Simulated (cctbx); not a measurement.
# Lattice, Laue class and space group of a new crystal

Cell: a = 4.3000 Å, b = 4.3000 Å, c = 11.0880 Å, α = 90.00°, β = 90.00°, γ = 90.00°. Expected content of the cell: Ho2 Sn4 Zn4.

Simulated single-crystal data (cctbx): Mo Kα, λ = 0.71073 Å, to d = 0.6 Å, 50 % of the full sphere, strongest reflection 20000 counts, noise from counting, a 4 % proportional error and a noise floor of 2 counts (s.d.); no absorption.

A first pass over the reflections prints:

```text
1990 reflections to d = 0.600 A
centring   violations  <I/sigma> of those
    A        495 of   998      7.9
    B        491 of   970      8.0
    C        486 of   978      7.0
    I          0 of   959      0.0
    R        678 of  1325      7.5
    F        736 of  1473      7.6
Laue class    unique    Rint  (classes that these axes allow; Friedel mates merged)
I 1 2/m 1         513   0.031
I 1 1 2/m         500   0.029
I 2/m 1 1         510   0.030
I m m m           309   0.032
I 4/m             263   0.032
I 4/m m m         176   0.034
space group    extra absences  I>4sigma  <I/sigma>
I 4 2 2                 0          0         -  acentric
I 4 m m                 0          0         -  acentric
I -4 m 2                0          0         -  acentric
I -4 2 m                0          0         -  acentric
I 4/m m m               0          0         -  centric
Wilson B = 0.98 A^2   <|E^2-1|> = 0.699 (0.968 centric, 0.736 acentric)   E^2>4: 0.0 %
shell (A)         n   <I/sigma>
 5.54 - 1.20     28     31.4
 1.20 - 0.95     23     33.0
 0.95 - 0.83     23     31.9
 0.83 - 0.76     19     36.8
 0.76 - 0.70     21     25.8
 0.70 - 0.66     21     30.5
 0.66 - 0.63     17     34.8
 0.63 - 0.60     24     27.0
```

**Question.** What are the lattice type, the Laue class and the likely space group?

The reflections that I centring forbids are absent (⟨I/σ⟩ near 0), so the lattice is I.

Rint stays low (0.029 to 0.034) up to I 4/m m m, the highest class in these axes.

5 settings pass the absence test. No glide or screw absences show, which leaves I 4 2 2, I 4 m m, I -4 m 2, I -4 2 m and I 4/m m m.

⟨|E²−1|⟩ = 0.699 leans to a non-centrosymmetric structure. Here that hint misleads: the statistic assumes many like atoms on general positions, and few, heavy or special-position atoms break it. The Wilson B of 0.98 Å² means U ≈ 0.0124 Å².

The true group is I4/mmm (no. 139), Laue class 4/mmm, centrosymmetric. The tables only narrow the choice to the tied entries; cell content, site symmetry and trial solutions must settle it.

This is a model crystal, built by substitution and not relaxed, with assumed displacement parameters.

[Logs are printed without paths, hosts, clocks, repeated set-up lines and the standing remarks that a program may print on its own settings, such as how far it seeks lower states.]
